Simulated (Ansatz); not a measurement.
# GaSn (built on the sites of a database entry of AlSn): relaxing the cell for a phonon run

Wanted: the relaxed cell of GaSn (built on the sites of a database entry of AlSn).

Method: DFT PBEsol, scalar-relativistic, plane waves, norm-conserving pseudopotentials, in Ansatz 0.2.0.

The structure was built from a prototype and need not be the compound's stable phase.

**1. The starting structure**

It takes space group P-6m2 (No. 187, hexagonal). The conventional cell has a = 4.209 Å, b = 4.209 Å, c = 3.316 Å, α = 90.00°, β = 90.00°, γ = 120.00°. Nearest to Ga lie 6 Sn at 2.94 Å. Nearest to Sn lie 6 Ga at 2.94 Å. Farther neighbours are not listed.

Coordinates:

```cif
data_structure
_symmetry_space_group_name_H-M 'P 1'
_symmetry_Int_Tables_number 1
_cell_length_a 4.2092
_cell_length_b 4.2092
_cell_length_c 3.3156
_cell_angle_alpha 90.000
_cell_angle_beta 90.000
_cell_angle_gamma 120.000
_cell_volume 50.87
loop_
_atom_site_label
_atom_site_type_symbol
_atom_site_fract_x
_atom_site_fract_y
_atom_site_fract_z
_atom_site_occupancy
Ga1 Ga 0.00000 0.00000 0.00000 1
Sn2 Sn 0.33333 0.66667 0.50000 1
```

**2. Probe on a coarse mesh**

First a cheap look: the gap decides the mesh and the occupations, the pressure tells how far the cell has to move.

input.yaml reads:

```yaml
crystal:
  lattice:
    - [4.20919, 0.0, 0.0]
    - [-2.10459, 3.64526, 0.0]
    - [0.0, 0.0, 3.31558]
  atoms:
    - { symbol: Ga, position: [0.0, 0.0, 0.0] }
    - { symbol: Sn, position: [0.33333333, 0.66666667, 0.5] }
kpoints:
  mp_grid: { grid: [6, 6, 6] }
hamiltonian:
  xc: pbesol
  pseudopotentials: { kind: nc }
scf:
  occupations: { method: gaussian, width: 0.1 }
output:
  forces: true
  stress: true
  eigenvalues: true
```

Launch:

```
ansatz run input.yaml --threads 8 --pin off --max-ram 14336MiB --backend cpu --events-out ev --progress --plain --runs-dir out
```

Numbers of over 12 decimals in the logs are rounded to 6 here.

The log of the run:

```text
Engine: ansatz 0.2.0, aarch64-unknown-linux-gnu
Pseudopotentials: kind: nc
Pseudopotential: Ga, nc, valence charge 13, recommended cutoff 1088.45545 eV (normal), Ga.nc.azcp (PseudoDojo's, or run here from an input of PseudoDojo's: the run reads no file of this project's for it)
[...]
--- Band table (eV; the first three rows and the last of 28) ---
  k-point 0: bands = [... 10 lower, -1.3405, 8.9272, 9.3356, 9.3356, 11.9231, 12.8438, 12.8438, 15.4162]
  k-point 1: bands = [... 10 lower, -0.9468, 8.0457, 9.7541, 9.7541, 10.4035, 13.1103, 13.1103, 15.7893]
  k-point 2: bands = [... 10 lower, 0.2434, 5.0330, 10.9454, 10.9454, 10.9892, 13.5793, 13.5793, 15.2501]
  k-point 27: bands = [... 10 lower, 4.1774, 5.2839, 5.9011, 6.3695, 9.0143, 9.6205, 17.2030, 17.3435]
[key lines of the parts left out:]
SCF converged after 6 iterations
Free energy (F): -4217.792748 eV
Fermi energy:    9.479291 eV
P = ⅓ Tr σ = -1.8963 GPa (-18.963 kbar)
```

The job ended after 0.92 s (8 threads of Arm Neoverse V1, shared host; peak memory 0.45 GiB).

Numbers from this step:

```
pressure          : -1.896 GPa
volume per atom   : 25.44 Å³
gap on the k-mesh : 0 eV
```

The coarse mesh shows no gap and a pressure of -1.9 GPa.

**3. Relaxation**

Harmonic phonons are second derivatives at a point where the forces vanish, and they are wanted at zero stress, so atoms and cell are relaxed first.

Changes to input.yaml since step 2:

```diff
@@ -9,3 +9,3 @@
 kpoints:
-  mp_grid: { grid: [6, 6, 6] }
+  mp_grid: { grid: [9, 9, 10] }
 hamiltonian:
@@ -19 +19,6 @@
   eigenvalues: true
+relax:
+  adjacent_minimum: "off"
+  f_tol: 0.005
+  max_steps: 80
+  cell: { stress_tol: 0.05 }
```

The log of the run:

```text
[...]
Crystal: 2 atoms, lattice volume = 50.873 Å³
Basis set: ecut = 1088.45545 eV, 4169 PW (Γ), exchange–correlation on 96×96×72 points (8 copies of the dense FFT grid, shifted against one another)
Bands: 18, of which v1, the nominal top of the filled ones, is band 14 counted from 1 (13 counted from 0)
Symmetry: 12 space group operations
[...]
k-points: 72 of 810 (time reversal used)
[...]
SCF iter   1: F=—  HF=-4217.934576 eV  |F-HF|=—  |Δ(HF+E_count)|=         —  Δρ=1.79e-2  dr2=2.30e-1  ethr=3.10e-3  ⟨swp⟩=5.0  Hψ=5833  notcnv=0
[...]
SCF iter   7: F=-4217.857584 eV  HF=-4217.857584 eV  |F-HF|=9.44e-10  |Δ(HF+E_count)|=   7.52e-8  Δρ=2.31e-6  dr2=3.72e-9  ethr=3.70e-10  ⟨swp⟩=6.6  Hψ=5694  notcnv=0
SCF 1 converged in 7 iterations: F = -4217.857584 eV  dr2 = 3.72e-9
relax step   1: F+E_penalty+E_count = -4217.85758361 eV  Δ(F+E_penalty+E_count) = +0.000e0 eV  max|allowed force component| = 1.850e-17 eV/Å  Δτ_max = 0.0000 Å  P = -2.116 GPa  Ω = 50.873 Å³  (7 SCF iters, dr2 threshold 1.00e-7 eV, accepted)
Crystal: 2 atoms, lattice volume = 48.119 Å³
Basis set: ecut = 1088.45545 eV, 3917 PW (Γ), exchange–correlation on 96×96×72 points (8 copies of the dense FFT grid, shifted against one another)
[...]
iter 1 solved again at ethr=5.14e-6 eV; its pass at ethr=3.10e-3 eV (dr2=1.39e-3 eV) is discarded
[...]
SCF iter   5: F=-4217.872591 eV  HF=-4217.872592 eV  |F-HF|=2.70e-9  |Δ(HF+E_count)|=   7.99e-8  Δρ=1.04e-5  dr2=2.88e-8  ethr=7.41e-10  ⟨swp⟩=5.7  Hψ=5635  notcnv=0
SCF 2 converged in 5 iterations: F = -4217.872591 eV  dr2 = 2.88e-8
relax step   2: F+E_penalty+E_count = -4217.87259150 eV  Δ(F+E_penalty+E_count) = -1.501e-2 eV  max|allowed force component| = 1.018e-16 eV/Å  Δτ_max = 0.0000 Å  P = +0.757 GPa  Ω = 48.119 Å³  energy of the carried Pulay correction = +4.991e-4 eV  (5 SCF iters, dr2 threshold 2.00e-7 eV, accepted)
Crystal: 2 atoms, lattice volume = 48.754 Å³
Basis set: ecut = 1088.45545 eV, 3977 PW (Γ), exchange–correlation on 96×96×72 points (8 copies of the dense FFT grid, shifted against one another)
[...]
SCF iter   4: F=-4217.874131 eV  HF=-4217.874131 eV  |F-HF|=1.08e-8  |Δ(HF+E_count)|=   9.30e-8  Δρ=1.30e-5  dr2=5.71e-8  ethr=7.41e-10  ⟨swp⟩=5.4  Hψ=5981  notcnv=0
SCF 3 converged in 4 iterations: F = -4217.874131 eV  dr2 = 5.71e-8
relax step   3: F+E_penalty+E_count = -4217.87413115 eV  Δ(F+E_penalty+E_count) = -1.540e-3 eV  max|allowed force component| = 4.626e-17 eV/Å  Δτ_max = 0.0000 Å  P = -0.115 GPa  Ω = 48.754 Å³  energy of the carried Pulay correction = +3.814e-4 eV  (4 SCF iters, dr2 threshold 2.00e-7 eV, accepted)
[...]
relax step   4: F+E_penalty+E_count = -4217.87430017 eV  Δ(F+E_penalty+E_count) = -1.690e-4 eV  max|allowed force component| = 3.701e-17 eV/Å  Δτ_max = 0.0000 Å  P = -0.016 GPa  Ω = 48.705 Å³  energy of the carried Pulay correction = +3.905e-4 eV  (3 SCF iters, dr2 threshold 2.00e-7 eV, accepted)
[...]
relax step   5: F+E_penalty+E_count = -4217.87404624 eV  Δ(F+E_penalty+E_count) = +2.539e-4 eV  max|allowed force component| = 8.327e-17 eV/Å  Δτ_max = 0.0000 Å  P = -0.033 GPa  Ω = 48.705 Å³  stress off target by 5.17e-2 GPa  SCF on the basis re-selected at this cell (its energy is not comparable with the rows above)  (4 SCF iters)
[...]
relax step   6: F+E_penalty+E_count = -4217.87405449 eV  Δ(F+E_penalty+E_count) = -8.251e-6 eV  max|allowed force component| = 1.110e-16 eV/Å  Δτ_max = 0.0000 Å  P = -0.001 GPa  Ω = 48.678 Å³  energy of the carried Pulay correction = +5.075e-6 eV  (3 SCF iters, dr2 threshold 6.68e-9 eV, accepted)
[...]
SCF iter   1: F=—  HF=-4217.874063 eV  |F-HF|=—  |Δ(HF+E_count)|=         —  Δρ=2.05e-6  dr2=1.00e-9  ethr=4.51e-8  ⟨swp⟩=3.2  Hψ=9936  notcnv=0
eigensolver tolerance schedule: the retry pair's looser diagonalisation over-reported the residual by 12128.78 of it (diagonalisation noise at 0.21 of the residual, at the tolerance the schedule requests for it); recorded, not acted on — ethr = c·dr2/N_el stays at c = 1.0e-1
SCF iter   2: F=—  HF=-4217.874050 eV  |F-HF|=—  |Δ(HF+E_count)|=   1.23e-5  Δρ=8.30e-7  dr2=1.82e-10  ethr=3.72e-12  ⟨swp⟩=3.1  Hψ=3181  notcnv=0
SCF iter   3: F=-4217.874050 eV  HF=-4217.874050 eV  |F-HF|=9.09e-13  |Δ(HF+E_count)|=  4.27e-11  Δρ=2.65e-7  dr2=1.17e-11  ethr=1.00e-12  ⟨swp⟩=5.6  Hψ=6933  notcnv=0
SCF 7 converged in 3 iterations: F = -4217.874050 eV  dr2 = 1.17e-11
relax step   7: F+E_penalty+E_count = -4217.87405035 eV  Δ(F+E_penalty+E_count) = +4.137e-6 eV  max|allowed force component| = 1.018e-16 eV/Å  Δτ_max = 0.0000 Å  P = -0.001 GPa  Ω = 48.678 Å³  stress off target by 8.80e-4 GPa  SCF on the basis re-selected at this cell (its energy is not comparable with the rows above)  (3 SCF iters)
[...]
SCF converged after 3 iterations
Free energy (F): -4217.874050 eV
[...]
Internal energy: -4217.870583 eV  (E = F + TS)
E sigma→0 (E₀):  -4217.872317 eV
Entropy (-TS):   -0.003467 eV (-1.734 meV/atom)
Fermi energy:    10.050496 eV
[...]
--- Stress (GPa, compression-positive) ---
       -0.000880       0.000000       0.000000
        0.000000      -0.000880       0.000000
        0.000000       0.000000      -0.000690
  P = ⅓ Tr σ = -0.0008 GPa (-0.008 kbar)
--- Band table (eV; the first three rows and the last of 72) ---
  k-point 0: bands = [... 10 lower, -1.0510, 9.7429, 9.8687, 9.8687, 12.7270, 13.4542, 13.4542, 16.0480]
  k-point 1: bands = [... 10 lower, -0.9034, 9.5689, 10.0289, 10.0289, 11.6148, 13.5606, 13.5606, 16.1904]
  k-point 2: bands = [... 10 lower, -0.4578, 8.2687, 10.5011, 10.5011, 11.0237, 13.8536, 13.8536, 16.5486]
  k-point 71: bands = [... 10 lower, 4.8666, 5.9049, 6.3253, 6.8085, 9.5816, 10.1644, 18.0044, 18.2179]
--- Relaxed structure (5 steps of the walk, 5 accepted, 2 SCFs on fresh bases) ---
  F+E_penalty+E_count = -4217.87405035 eV   max|allowed force component| = 1.018e-16 eV/Å   (the final SCF, on the basis selected at the relaxed cell)
  cell:  # Å, volume = 48.6776 Å³
    - [4.157854, -2.8515459214548014e-6, 0.0]
    - [-2.078924, 3.600808, 0.0]
    - [0.0, 0.0, 3.251321]
  atoms:
    - { symbol: Ga, position: [-1.8503717008154222e-17, -9.251858607474689e-18, 0.0] }
    - { symbol: Sn, position: [0.333333, 0.666667, 0.5] }
```

It took 17 s on 8 threads; peak memory 0.61 GiB.

The steps of the relaxation:

```tsv
step	energy less that of the first step (eV)	largest force component (eV/Å)	pressure (GPa)	volume (Å³)
1	0.0000	0.0000	-2.12	50.87
2	-0.0150	0.0000	0.76	48.12
3	-0.0165	0.0000	-0.12	48.75
4	-0.0167	0.0000	-0.02	48.70
5*	-0.0165	0.0000	-0.03	48.70
6	-0.0165	0.0000	0.00	48.68
7*	-0.0165	0.0000	0.00	48.68
```

Relaxation steps marked * repeat the geometry before them on a plane-wave basis chosen anew for their cell, so energy and pressure can jump there.

Forces are held to the 12 operations that the run works with; a distortion that breaks them can't arise in this run.

```tsv
conventional cell, symmetrised	before	after	change
a (Å)	4.209	4.158	-1.2 %
b (Å)	4.209	4.158	-1.2 %
c (Å)	3.316	3.251	-1.9 %
volume (Å³/atom)	25.44	24.34	-4.3 %
```

The relaxed structure:

```
Ga Sn
1.0
     4.15785    0.00000    0.00000
    -2.07892    3.60081    0.00000
     0.00000    0.00000    3.25132
Ga Sn
1 1
Direct
  0.00000 0.00000 0.00000
  0.33333 0.66667 0.50000
```

Numbers from this step:

```
pressure        : -8.17e-4 GPa
volume per atom : 24.34 Å³
```

In this step the volume went from 25.44 to 24.34 Å³/atom.

**4. Relaxing to small forces for the phonons**

Phonons need a cell at rest on their own settings, so the relaxation is repeated with tight tolerances on forces and stress, using the mesh and the filling of the phonon run that follows.

input.yaml, the sections that differ from step 3:

```yaml
crystal:
  lattice:
    - [4.1578536332, -2.8515e-06, 0.0]
    - [-2.0789243471, 3.6008082973, 0.0]
    - [0.0, 0.0, 3.2513211633]
  atoms:
    - { symbol: Ga, position: [0.0, 0.0, 0.0] }
    - { symbol: Sn, position: [0.3333333333, 0.6666666667, 0.5] }
kpoints:
  mp_grid: { grid: [10, 10, 12] }
scf:
  occupations: { method: methfessel_paxton, width: 0.15 }
relax:
  adjacent_minimum: "off"
  f_tol: 0.001
  max_steps: 60
  cell: { stress_tol: 0.01 }
# hamiltonian, output: as in step 3
```

The log of the run:

```text
[...]
Crystal: 2 atoms, lattice volume = 48.678 Å³
Basis set: ecut = 1088.45545 eV, 3977 PW (Γ), exchange–correlation on 90×90×72 points (8 copies of the dense FFT grid, shifted against one another)
Bands: 18, of which v1, the nominal top of the filled ones, is band 14 counted from 1 (13 counted from 0)
Symmetry: 12 space group operations
[...]
--- Relaxed structure (10 steps of the walk, 7 accepted, 2 SCFs on fresh bases) ---
[...]
cell:  # Å, volume = 48.4797 Å³
    - [4.082126, -2.799581362495342e-6, 0]
    - [-2.041061, 3.535226, 1.0004381350882e-18]
    - [0, 9.033376432752085e-19, 3.359357]
  atoms:
    - { symbol: Ga, position: [0, -2.7755575615628914e-17, 0] }
    - { symbol: Sn, position: [0.333333, 0.666667, 0.500000] }
[key lines of the parts left out:]
SCF converged after 4 iterations
Free energy (F): -4217.874393 eV
Fermi energy:    10.038937 eV
P = ⅓ Tr σ = 0.0010 GPa (0.010 kbar)
```

Run time: 39 s. Hardware: 8 threads; peak memory 0.63 GiB; 5 min of CPU time.

Step by step:

```tsv
step	energy less that of the first step (eV)	largest force component (eV/Å)	pressure (GPa)	volume (Å³)
1	0.0000	0.0000	0.25	48.68
2	-0.0020	0.0000	-0.14	48.93
3	-0.0002	0.0000	-0.95	49.01
4	-0.0096	0.0000	-0.22	48.76
5	-0.0029	0.0000	-0.18	48.30
6	-0.0089	0.0000	-0.04	48.36
7	-0.0104	0.0000	-0.06	48.51
8	-0.0104	0.0000	-0.02	48.49
9	-0.0104	0.0000	0.00	48.47
10*	-0.0107	0.0000	0.02	48.47
11	-0.0107	0.0000	0.00	48.48
12*	-0.0107	0.0000	0.00	48.48
```

Relaxation steps marked * repeat the geometry before them on a plane-wave basis chosen anew for their cell, so energy and pressure can jump there. Relaxation steps 3, 5, 6 were tried and not accepted.

Forces are held to the 12 operations that the run works with; a distortion that breaks them can't arise in this run.

```tsv
conventional cell, symmetrised	before	after	change
a (Å)	4.158	4.082	-1.8 %
b (Å)	4.158	4.082	-1.8 %
c (Å)	3.251	3.359	+3.3 %
volume (Å³/atom)	24.34	24.24	-0.4 %
```

Final coordinates:

```
Ga Sn
1.0
     4.08213    0.00000    0.00000
    -2.04106    3.53523    0.00000
     0.00000    0.00000    3.35936
Ga Sn
1 1
Direct
  0.00000 0.00000 0.00000
  0.33333 0.66667 0.50000
```

This step gave:

- pressure: 9.53e-4 GPa
- volume per atom: 24.24 Å³

The forces vanish by symmetry and the pressure is 0.001 GPa, within the tolerances set. The cell now holds 24.24 Å³/atom.

**5. Summary of results**

| Quantity | Value |
| --- | --- |
| space group after relaxation (within 0.01 Å) | P-6m2 |
| lattice constant a | 4.082 Å |
| lattice constant b | 4.082 Å |
| lattice constant c | 3.359 Å |
| volume per atom | 24.2 Å³ |

**Reading.** The forces vanish by symmetry and the pressure is 0.001 GPa, within the tolerances set. The cell now holds 24.24 Å³/atom. The relaxation keeps the symmetry of its start, so it says nothing on stability against lower symmetry. The runs are without spin polarisation, although the cell has an odd electron count. Spin-orbit coupling is left out, which can matter for the heavy elements here. The starting cell was built on a prototype and not taken from a measurement, so the phase need not exist.

[Logs are printed without paths, hosts, clocks, repeated set-up lines and the standing remarks that a program may print on its own settings, such as how far it seeks lower states.]

[Hosts, paths, dates, database ids (printed as entryN), source tags and the programs' standing remarks are cut or masked in the printed files.]
